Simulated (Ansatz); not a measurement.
# Elastic response of glassy 86SiO2-5SrO-5ZnO-5MgO (mol %) (63 atoms): runs compared

Aim: relax glassy 86SiO2-5SrO-5ZnO-5MgO (mol %) (63 atoms), then change its volume and shape to read moduli from the stress.

Computed with Ansatz 0.2.0: Kohn-Sham DFT, RPBE, PAW (set soft_2), plane waves.

### 1. The cell as built

The cell holds 63 atoms: 19 Si, 1 Sr, 1 Zn, 1 Mg and 41 O. Its edges and angles: a = 9.658 Å, b = 9.658 Å, c = 9.658 Å, α = 90.0°, β = 90.0°, γ = 90.0°. 63 atoms (19 Si, 1 Sr, 1 Zn, 1 Mg, 41 O) placed at random at 2.44 g/cm³, melted at 4000 K for 10 ps at fixed volume with the Morse and Coulomb pair potential with partial charges (Pedone, Malavasi, Menziani, Cormack and Segre, J. Phys. Chem. B 110, 11780 (2006)). Quenched from 4000 K to 300 K at 50 K/ps and fixed volume, held 10 ps at zero pressure.

What the set-up can't give: The quench rate of 50 K/ps far exceeds what a furnace or splat quench reaches, so expect more defects and frozen-in strain than in a real sample. The network of bonds at the start is that of the classical potential that made the cell, and needn't be the one that DFT or experiment would give. Sampling is at Γ alone.

### 2. The reference run

The reference is a single point at the end of the relaxation.

Every strained cell starts from the geometry of this run, and its atoms are relaxed with the cell held.

Its input, with most atom lines left out:

```yaml
crystal:
  lattice:
    - [9.63032, 0.28974, 0.1664]
    - [0.28974, 9.71092, -0.02933]
    - [0.1664, -0.02933, 9.9616]
  atoms:
    - { symbol: Si, position: [0.61692, 0.17876, 0.23544] }
    - { symbol: Si, position: [0.81055, 0.75639, 0.56957] }
    - { symbol: Si, position: [0.3604, 0.0365, 0.10055] }
    - { symbol: Si, position: [0.25998, 0.51759, 0.03303] }
    - { symbol: Si, position: [0.12624, 0.26489, 0.17259] }
    - { symbol: Si, position: [0.54287, 0.38969, 0.44496] }
    - { symbol: Si, position: [0.71592, 0.63481, 0.11325] }
    [... atom lines 8 to 63 left out ...]
kpoints:
  mp_grid: { grid: [1, 1, 1] }
hamiltonian:
  xc: rpbe
scf:
  occupations: { method: fixed }
output:
  forces: true
  stress: true
  populations: true
  dos:
    method: { smearing: { sigma: 0.08 } }
    de: 0.1
    projected: { site_lists: { Mg: [Mg], O: [O], Si: [Si], Sr: [Sr], Zn: [Zn] } }
  eigenvalues: true
  write_density: true
  write_potential: true
  volumetric_format: npy
```

| Item | Value |
| --- | --- |
| free energy per atom | -703.8808 eV/atom |
| r.m.s. force component | 0.00868 eV/Å |
| pressure | -0.007055 GPa |

Filled and empty levels are parted by 3.92 eV (at Γ alone); a semilocal functional tends to put such gaps too low. In a disordered cell it changes from sample to sample, and tail or defect levels can set it.

### 3. The runs

Each row is one run, on 4 threads of Arm Neoverse V1, shared host. The free energy is the program's total, comparable only between runs with the same functional, potentials and atoms.

```tsv
run	atoms	outcome	ionic steps, all passes	free energy (eV)	time	host memory (GiB)
Single point at the start	63	converged	-	-44337.355	8.1 s	1.0
Cell and atoms relaxed	63	converged	23	-44344.489	2.3 min	1.0
Single point at the relaxed geometry	63	converged	-	-44344.489	11 s	1.1
Volume -3 %	63	converged	7	-44344.323	66 s	1.1
Volume +3 %	63	converged	8	-44344.352	64 s	1.1
Volume -6 %	63	converged	11	-44343.876	73 s	1.0
Volume +6 %	63	converged	10	-44343.913	74 s	1.1
Volume -10 %	63	converged	14	-44342.806	96 s	1.0
Stretched by 1 % along x	63	converged	5	-44344.460	36 s	1.1
Compressed by 1 % along x	63	converged	5	-44344.455	35 s	1.1
Sheared by 2 % in xy	63	converged	5	-44344.443	38 s	1.1
```

In some runs the program notes that the exchange-correlation potential is rough where the density is thin and the SCF threshold is loose for the stress.

### 4. Pressure against volume

Atoms are relaxed at each volume, in the scaled cell.

```tsv
volume change (%)	volume (Å³/atom)	energy change (meV/atom)	pressure (GPa)	largest move on relaxing (Å)	bonds	gap (eV)
-10	13.293	26.71	5.81	0.44	88	4.15
-6	13.883	9.73	3.45	0.27	88	4.07
-3	14.327	2.63	1.76	0.13	88	4.00
+0	14.770	0.00	-0.01	-	87	3.92
+3	15.213	2.17	-1.66	0.19	85	3.83
+6	15.656	9.15	-3.36	0.37	85	3.72
```

### 5. Uniaxial strain and shear

Stress (GPa, compression positive) less that of the relaxed cell, atoms relaxed:

```tsv
strain	xx	yy	zz	xy	energy change (meV/atom)
stretched by 1 % along x	-1.032	-0.361	-0.329	-0.056	0.46
compressed by 1 % along x	1.184	0.513	0.494	0.109	0.54
sheared by 2 % in xy	-0.147	-0.193	0.022	-0.858	0.73
```

### 6. What came out

The bulk modulus, from the slope of pressure against ln V over the three points nearest the relaxed volume, is 57.0 GPa; between neighbouring points the slope runs 54, 54, 58, 56 and 59 GPa from the smallest volume up, without a steady fall, so no pressure derivative is given. The count of bonds runs from 85 to 88 over the series, so at some points contacts cross the cutoffs. The gap goes from 4.15 eV at the smallest volume to 3.72 eV at the largest, -2.6 eV per unit of ln V by a straight line, on the run's k-points. In the Cartesian axes of the cell, finite differences give C11 = 111, C12 = 43.7, C13 = 41.1 and C66 = 42.9 GPa (the shear of 2 % is the engineering strain, εxy = 0.01). The mean of C11, C12 and C13, which equals the bulk modulus in a cubic or isotropic solid, is 65.2 GPa: it lies 14 % over the bulk modulus from the volumes. For an isotropic solid C66 would equal (C11 − C12)/2 = 33.6 GPa; so small a sample needn't be isotropic, and C66 rests on one shear. With the bulk modulus and C66 as K and G, Young's modulus would be about 103 GPa and Poisson's ratio 0.20.

**Limits.** Strains are finite and relaxations stop at the force tolerance of the input, which can leave moduli too stiff; they are those of a static cell at zero temperature. Volumes are changed with the cell's shape held, so in an anisotropic solid the modulus lies over the one under free hydrostatic load. The program notes that the SCF threshold of the relaxations is loose for the stress.

The DFT runs together took 11 min of wall time.

[Logs are printed without paths, hosts, clocks, repeated set-up lines and the standing remarks that a program may print on its own settings, such as how far it seeks lower states.]

[Hosts, paths, dates, database ids (printed as entryN), source tags and the programs' standing remarks are cut or masked in the printed files.]
